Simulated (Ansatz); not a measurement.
**Work function of Fe(110): what the settings cost and change**

How thick a slab and how much vacuum does the work function of Fe(110) need?

Method: plane-wave DFT, PBE, Ansatz PAW, in Ansatz 0.2.0.

**What experiment says.**

“Anisotropic work function of elemental crystals” (2019, arxiv:1902.07811) quotes from earlier work for Fe (clean (110) face, a compiled value): work function (clean (110) face, a compiled value) 5.12 eV.

Report form: the programs' logs are mostly left out.

## 1. The starting structure

The cell holds 1 atom: 1 Fe. Cell: a = 2.485 Å, b = 2.485 Å, c = 18.000 Å, α = 90.0°, β = 90.0°, γ = 70.5°. Vacuum lies along c.

As a file:

```cif
data_structure
_symmetry_space_group_name_H-M 'P 1'
_symmetry_Int_Tables_number 1
_cell_length_a 2.4855
_cell_length_b 2.4855
_cell_length_c 18.0000
_cell_angle_alpha 90.000
_cell_angle_beta 90.000
_cell_angle_gamma 70.529
_cell_volume 104.84
loop_
_atom_site_label
_atom_site_type_symbol
_atom_site_fract_x
_atom_site_fract_y
_atom_site_fract_z
_atom_site_occupancy
Fe1 Fe 0.00000 0.00000 0.50000 1
```

## 2. Run, setting 1 layer

A work function rests on the faint tail of the density, so the SCF threshold is tight. The slab grows from one layer, at fixed mesh and 18 Å of vacuum; then the vacuum is varied on one slab.

Contents of input.yaml:

```yaml
crystal:
  lattice:
    - [2.029396462, -1.435, 0.0]
    - [2.029396462, 1.435, 0.0]
    - [0.0, 0.0, 18.0]
  atoms:
    - { symbol: Fe, position: [0.0, 0.0, 0.5], spin: 2.5 }
magnetization:
  spin_polarized: true
kpoints:
  mp_grid: { grid: [17, 17, 1] }
hamiltonian:
  xc: pbe
scf:
  occupations: { method: fermi_dirac, width: 0.1 }
  convergence: { dr2_threshold: 1.0e-09 }
efield:
  axis: 3
  dipole_correction: true
  ramp_position: 0.97
  ramp_width: 0.06
output:
  write_potential: true
  write_density: true
  volumetric_format: npy
  elf: true
```

Command:

```sh
$ ansatz run input.yaml --threads 4 --pin off --max-ram 6144MiB --backend cpu --events-out ev --progress --plain --runs-dir out
```

Wall time 37 s (4 threads of Arm Neoverse N1, shared host); peak memory 0.63 GiB.

Numbers from this step:

| Property | Result |
| --- | --- |
| energy at zero smearing | -4478.7573 eV |
| total moment | 2.949 μB |
| site moments | 2.870 μB |
| work function, upper face | 4.463 eV |

Running mean over 2.029 Å of the planar mean; the ramp of the sawtooth is left out. Table of electron's electrostatic potential energy less the Fermi level by z:

```
z (Å)  electron's electrostatic potential energy less the Fermi level (eV)
 2.88                                                                 4.46
 3.31                                                                 4.46
 3.74                                                                 4.46
 4.18                                                                 4.46
 4.61                                                                 4.46
 5.04                                                                 4.46
 5.47                                                                 4.45
 5.90                                                                 4.42
 6.19                                                                 4.37
 6.62                                                                 4.17
 7.06                                                                 3.59
 7.49                                                                 1.65
 7.92                                                                -2.41
 8.35                                                                -6.78
 8.78                                                                -9.15
 9.22                                                                -9.15
 9.65                                                                -6.78
10.08                                                                -2.41
10.51                                                                 1.65
10.94                                                                 3.59
11.38                                                                 4.17
11.81                                                                 4.37
12.10                                                                 4.42
12.53                                                                 4.45
12.96                                                                 4.46
13.39                                                                 4.46
13.82                                                                 4.46
14.26                                                                 4.46
14.69                                                                 4.46
15.12                                                                 4.46
```

Site moment by atom:

```
atom  site moment (μB)
 Fe1              2.87
```

Spin density in the ca plane at fractional y = 0.000, with atoms of Fe within 0.2 Å of it.

Ten even steps from '0' (0.0 e/Å³) to '9' (5.9 e/Å³), each cell a mean:
```
00000000000000000000046200000000000000000000
00000000000000000000011000000000000000000000
00000000000000000000000000000000000000000000
00000000000000000000000000000000000000000000
00000000000000000000000000000000000000000000
00000000000000000000000000000000000000000000
00000000000000000000024100000000000000000000
00000000000000000000169300000000000000000000
```
Columns run along c (18.0 Å), rows up along a (2.5 Å). Atoms in or near the plane, at fractional coordinates: Fe at (0.50, 0.00).

Valence density in the ca plane at fractional y = 0.000, with atoms of Fe within 0.2 Å of it. It is the smooth field of the valence electrons, not physical close to the nuclei.

Values in e/Å³, 5 rows by 16 columns, each cell a mean:
```
 0  0  0  0  0  0  0  4  7  0  0  0  0  0  0  0
 0  0  0  0  0  0  0  1  1  0  0  0  0  0  0  0
 0  0  0  0  0  0  0  0  0  0  0  0  0  0  0  0
 0  0  0  0  0  0  0  1  2  0  0  0  0  0  0  0
 0  0  0  0  0  0  0  6 11  0  0  0  0  0  0  0
```
Columns run along c (18.0 Å), rows up along a (2.5 Å). Atoms in or near the plane, at fractional coordinates: Fe at (0.50, 0.00).

Electrostatic potential energy in the ca plane at fractional y = 0.000, with atoms of Fe within 0.2 Å of it. With pseudopotentials it is smooth inside the atoms' cores, unlike the true potential.

Ten even steps from '0' (-41 eV) to '9' (3 eV), each cell a mean:
```
99999999999999999998300069999999999999999999
99999999999999999998510379999999999999999999
99999999999999999999865789999999999999999999
99999999999999999999988899999999999999999999
99999999999999999999877899999999999999999999
99999999999999999999721589999999999999999999
99999999999999999998300179999999999999999999
99999999999999999998200059999999999999999999
```
Columns run along c (18.0 Å; values clipped at the 3rd and 97th percentile), rows up along a (2.5 Å). Atoms in or near the plane, at fractional coordinates: Fe at (0.50, 0.00).

The work function is 4.463 eV.

## 3. Run, 2 atoms

System of this step: Fe(110). The cell holds 2 atoms: 2 Fe. Its edges and angles: a = 2.485 Å, b = 2.485 Å, c = 20.029 Å, α = 90.0°, β = 90.0°, γ = 70.5°. Vacuum lies along c.

input.yaml, the sections that differ from step 2:

```yaml
crystal:
  lattice:
    - [2.029396462, -1.435, 0.0]
    - [2.029396462, 1.435, 0.0]
    - [0.0, 0.0, 20.029396462]
  atoms:
    - { symbol: Fe, position: [0.0, 0.0, 0.4493395503], spin: 2.5 }
    - { symbol: Fe, position: [0.5, 0.5, 0.5506604497], spin: 2.5 }
output:
  write_potential: true
  write_density: true
  volumetric_format: npy
# magnetization, kpoints, hamiltonian, scf, efield: as in step 2
```

The job ended after 1.7 min (4 threads; peak memory 0.72 GiB; 3.4 min of CPU time).

The work function is 4.753 eV, +0.290 eV from the run “1 layer”, at 2.7 times its CPU time.

## 4. Run, 3 atoms

System of this step: Fe(110). The cell holds 3 atoms: 3 Fe. Its edges and angles: a = 2.485 Å, b = 2.485 Å, c = 22.059 Å, α = 90.0°, β = 90.0°, γ = 70.5°. Vacuum lies along c.

input.yaml, the sections that differ from step 3:

```yaml
crystal:
  lattice:
    - [2.029396462, -1.435, 0.0]
    - [2.029396462, 1.435, 0.0]
    - [0.0, 0.0, 22.058792924]
  atoms:
    - { symbol: Fe, position: [0.0, 0.0, 0.4080005661], spin: 2.5 }
    - { symbol: Fe, position: [0.5, 0.5, 0.5], spin: 2.5 }
    - { symbol: Fe, position: [0.0, 0.0, 0.5919994339], spin: 2.5 }
# magnetization, kpoints, hamiltonian, scf, efield, output: as in step 3
```

It took 1.8 min on 4 threads; peak memory 0.92 GiB.

The work function is 4.765 eV, +0.012 eV from the run “2 layers”, at 1.2 times its CPU time.

## 5. Slab, 4 atoms

System of this step: Fe(110). The cell holds 4 atoms: 4 Fe. Cell: a = 2.485 Å, b = 2.485 Å, c = 24.088 Å, α = 90.0°, β = 90.0°, γ = 70.5°. Vacuum lies along c.

input.yaml, the sections that differ from step 4:

```yaml
crystal:
  lattice:
    - [2.029396462, -1.435, 0.0]
    - [2.029396462, 1.435, 0.0]
    - [0.0, 0.0, 24.088189386]
  atoms:
    - { symbol: Fe, position: [0.0, 0.0, 0.3736270857], spin: 2.5 }
    - { symbol: Fe, position: [0.5, 0.5, 0.4578756952], spin: 2.5 }
    - { symbol: Fe, position: [0.0, 0.0, 0.5421243048], spin: 2.5 }
    - { symbol: Fe, position: [0.5, 0.5, 0.6263729143], spin: 2.5 }
# magnetization, kpoints, hamiltonian, scf, efield, output: as in step 4
```

It took 2.6 min on 4 threads; peak memory 1.2 GiB; 6.8 min of CPU time.

The work function is 4.746 eV, -0.019 eV from the run “3 layers”, at 1.7 times its CPU time.

## 6. Slab, 5 atoms

System of this step: Fe(110). The cell holds 5 atoms: 5 Fe. Cell: a = 2.485 Å, b = 2.485 Å, c = 26.118 Å, α = 90.0°, β = 90.0°, γ = 70.5°. Vacuum lies along c.

input.yaml, the sections that differ from step 5:

```yaml
crystal:
  lattice:
    - [2.029396462, -1.435, 0.0]
    - [2.029396462, 1.435, 0.0]
    - [0.0, 0.0, 26.117585848]
  atoms:
    - { symbol: Fe, position: [0.0, 0.0, 0.3445954022], spin: 2.5 }
    - { symbol: Fe, position: [0.5, 0.5, 0.4222977011], spin: 2.5 }
    - { symbol: Fe, position: [0.0, 0.0, 0.5], spin: 2.5 }
    - { symbol: Fe, position: [0.5, 0.5, 0.5777022989], spin: 2.5 }
    - { symbol: Fe, position: [0.0, 0.0, 0.6554045978], spin: 2.5 }
# magnetization, kpoints, hamiltonian, scf, efield, output: as in step 5
```

It took 3.4 min on 4 threads; peak memory 1.5 GiB; 9.5 min of CPU time.

The work function is 4.743 eV, -0.003 eV from the run “4 layers”, at 1.4 times its CPU time.

## 7. Run, 6 atoms

System of this step: Fe(110). The cell holds 6 atoms: 6 Fe. Cell: a = 2.485 Å, b = 2.485 Å, c = 28.147 Å, α = 90.0°, β = 90.0°, γ = 70.5°. Vacuum lies along c.

input.yaml, the sections that differ from step 6:

```yaml
crystal:
  lattice:
    - [2.029396462, -1.435, 0.0]
    - [2.029396462, 1.435, 0.0]
    - [0.0, 0.0, 28.14698231]
  atoms:
    - { symbol: Fe, position: [0.0, 0.0, 0.3197500855], spin: 2.5 }
    - { symbol: Fe, position: [0.5, 0.5, 0.3918500513], spin: 2.5 }
    - { symbol: Fe, position: [0.0, 0.0, 0.4639500171], spin: 2.5 }
    - { symbol: Fe, position: [0.5, 0.5, 0.5360499829], spin: 2.5 }
    - { symbol: Fe, position: [0.0, 0.0, 0.6081499487], spin: 2.5 }
    - { symbol: Fe, position: [0.5, 0.5, 0.6802499145], spin: 2.5 }
# magnetization, kpoints, hamiltonian, scf, efield, output: as in step 6
```

Wall time 4.7 min (4 threads); peak memory 1.9 GiB; 14 min of CPU time.

The work function is 4.736 eV, -0.007 eV from the run “5 layers”, at 1.4 times its CPU time.

## 8. Run, 8 atoms

System of this step: Fe(110). The cell holds 8 atoms: 8 Fe. Its edges and angles: a = 2.485 Å, b = 2.485 Å, c = 32.206 Å, α = 90.0°, β = 90.0°, γ = 70.5°. Vacuum lies along c.

input.yaml, the sections that differ from step 7:

```yaml
crystal:
  lattice:
    - [2.029396462, -1.435, 0.0]
    - [2.029396462, 1.435, 0.0]
    - [0.0, 0.0, 32.205775234]
  atoms:
    - { symbol: Fe, position: [0.0, 0.0, 0.2794529843], spin: 2.5 }
    - { symbol: Fe, position: [0.5, 0.5, 0.3424664173], spin: 2.5 }
    - { symbol: Fe, position: [0.0, 0.0, 0.4054798504], spin: 2.5 }
    - { symbol: Fe, position: [0.5, 0.5, 0.4684932835], spin: 2.5 }
    - { symbol: Fe, position: [0.0, 0.0, 0.5315067165], spin: 2.5 }
    - { symbol: Fe, position: [0.5, 0.5, 0.5945201496], spin: 2.5 }
    - { symbol: Fe, position: [0.0, 0.0, 0.6575335827], spin: 2.5 }
    - { symbol: Fe, position: [0.5, 0.5, 0.7205470157], spin: 2.5 }
# magnetization, kpoints, hamiltonian, scf, efield, output: as in step 7
```

Run time: 6.9 min. Hardware: 4 threads; peak memory 2.7 GiB; 22 min of CPU time.

The work function is 4.739 eV, +0.003 eV from the run “6 layers”, at 1.6 times its CPU time.

## 9. Slab, 10 atoms

System of this step: Fe(110). The cell holds 10 atoms: 10 Fe. Its edges and angles: a = 2.485 Å, b = 2.485 Å, c = 36.265 Å, α = 90.0°, β = 90.0°, γ = 70.5°. Vacuum lies along c.

input.yaml, the sections that differ from step 8:

```yaml
crystal:
  lattice:
    - [2.029396462, -1.435, 0.0]
    - [2.029396462, 1.435, 0.0]
    - [0.0, 0.0, 36.264568158]
  atoms:
    - { symbol: Fe, position: [0.0, 0.0, 0.248176125], spin: 2.5 }
    - { symbol: Fe, position: [0.5, 0.5, 0.3041369861], spin: 2.5 }
    - { symbol: Fe, position: [0.0, 0.0, 0.3600978472], spin: 2.5 }
    - { symbol: Fe, position: [0.5, 0.5, 0.4160587083], spin: 2.5 }
    - { symbol: Fe, position: [0.0, 0.0, 0.4720195694], spin: 2.5 }
    - { symbol: Fe, position: [0.5, 0.5, 0.5279804306], spin: 2.5 }
    - { symbol: Fe, position: [0.0, 0.0, 0.5839412917], spin: 2.5 }
    - { symbol: Fe, position: [0.5, 0.5, 0.6399021528], spin: 2.5 }
    - { symbol: Fe, position: [0.0, 0.0, 0.6958630139], spin: 2.5 }
    - { symbol: Fe, position: [0.5, 0.5, 0.751823875], spin: 2.5 }
# magnetization, kpoints, hamiltonian, scf, efield, output: as in step 8
```

Run time: 11 min. Hardware: 4 threads; peak memory 3.6 GiB.

The work function is 4.739 eV, +0.001 eV from the run “8 layers”, at 1.7 times its CPU time.

## 10. Run, 13 atoms

System of this step: Fe(110). The cell holds 13 atoms: 13 Fe. Cell: a = 2.485 Å, b = 2.485 Å, c = 42.353 Å, α = 90.0°, β = 90.0°, γ = 70.5°. Vacuum lies along c.

input.yaml, the sections that differ from step 9:

```yaml
crystal:
  lattice:
    - [2.029396462, -1.435, 0.0]
    - [2.029396462, 1.435, 0.0]
    - [0.0, 0.0, 42.3527575441]
  atoms:
    - { symbol: Fe, position: [0.0, 0.0, 0.2125009214], spin: 2.5 }
    - { symbol: Fe, position: [0.5, 0.5, 0.2604174345], spin: 2.5 }
    - { symbol: Fe, position: [0.0, 0.0, 0.3083339476], spin: 2.5 }
    - { symbol: Fe, position: [0.5, 0.5, 0.3562504607], spin: 2.5 }
    - { symbol: Fe, position: [0.0, 0.0, 0.4041669738], spin: 2.5 }
    - { symbol: Fe, position: [0.5, 0.5, 0.4520834869], spin: 2.5 }
    - { symbol: Fe, position: [0.0, 0.0, 0.5], spin: 2.5 }
    - { symbol: Fe, position: [0.5, 0.5, 0.5479165131], spin: 2.5 }
    - { symbol: Fe, position: [0.0, 0.0, 0.5958330262], spin: 2.5 }
    - { symbol: Fe, position: [0.5, 0.5, 0.6437495393], spin: 2.5 }
    - { symbol: Fe, position: [0.0, 0.0, 0.6916660524], spin: 2.5 }
    - { symbol: Fe, position: [0.5, 0.5, 0.7395825655], spin: 2.5 }
    - { symbol: Fe, position: [0.0, 0.0, 0.7874990786], spin: 2.5 }
# magnetization, kpoints, hamiltonian, scf, efield, output: as in step 9
```

It took 16 min on 4 threads; peak memory 5.3 GiB.

The work function is 4.739 eV, -0.000 eV from the run “10 layers”, at 1.6 times its CPU time.

[end of part 1 of 2]

[Logs are printed without paths, hosts, clocks, repeated set-up lines and the standing remarks that a program may print on its own settings, such as how far it seeks lower states.]

[Hosts, paths, dates, database ids (printed as entryN), source tags and the programs' standing remarks are cut or masked in the printed files.]

[Maps of the electrostatic potential energy from Ansatz leave out the sawtooth potential of an applied field or a dipole correction, so their vacuum need not be flat; planar profiles and work functions include it.]
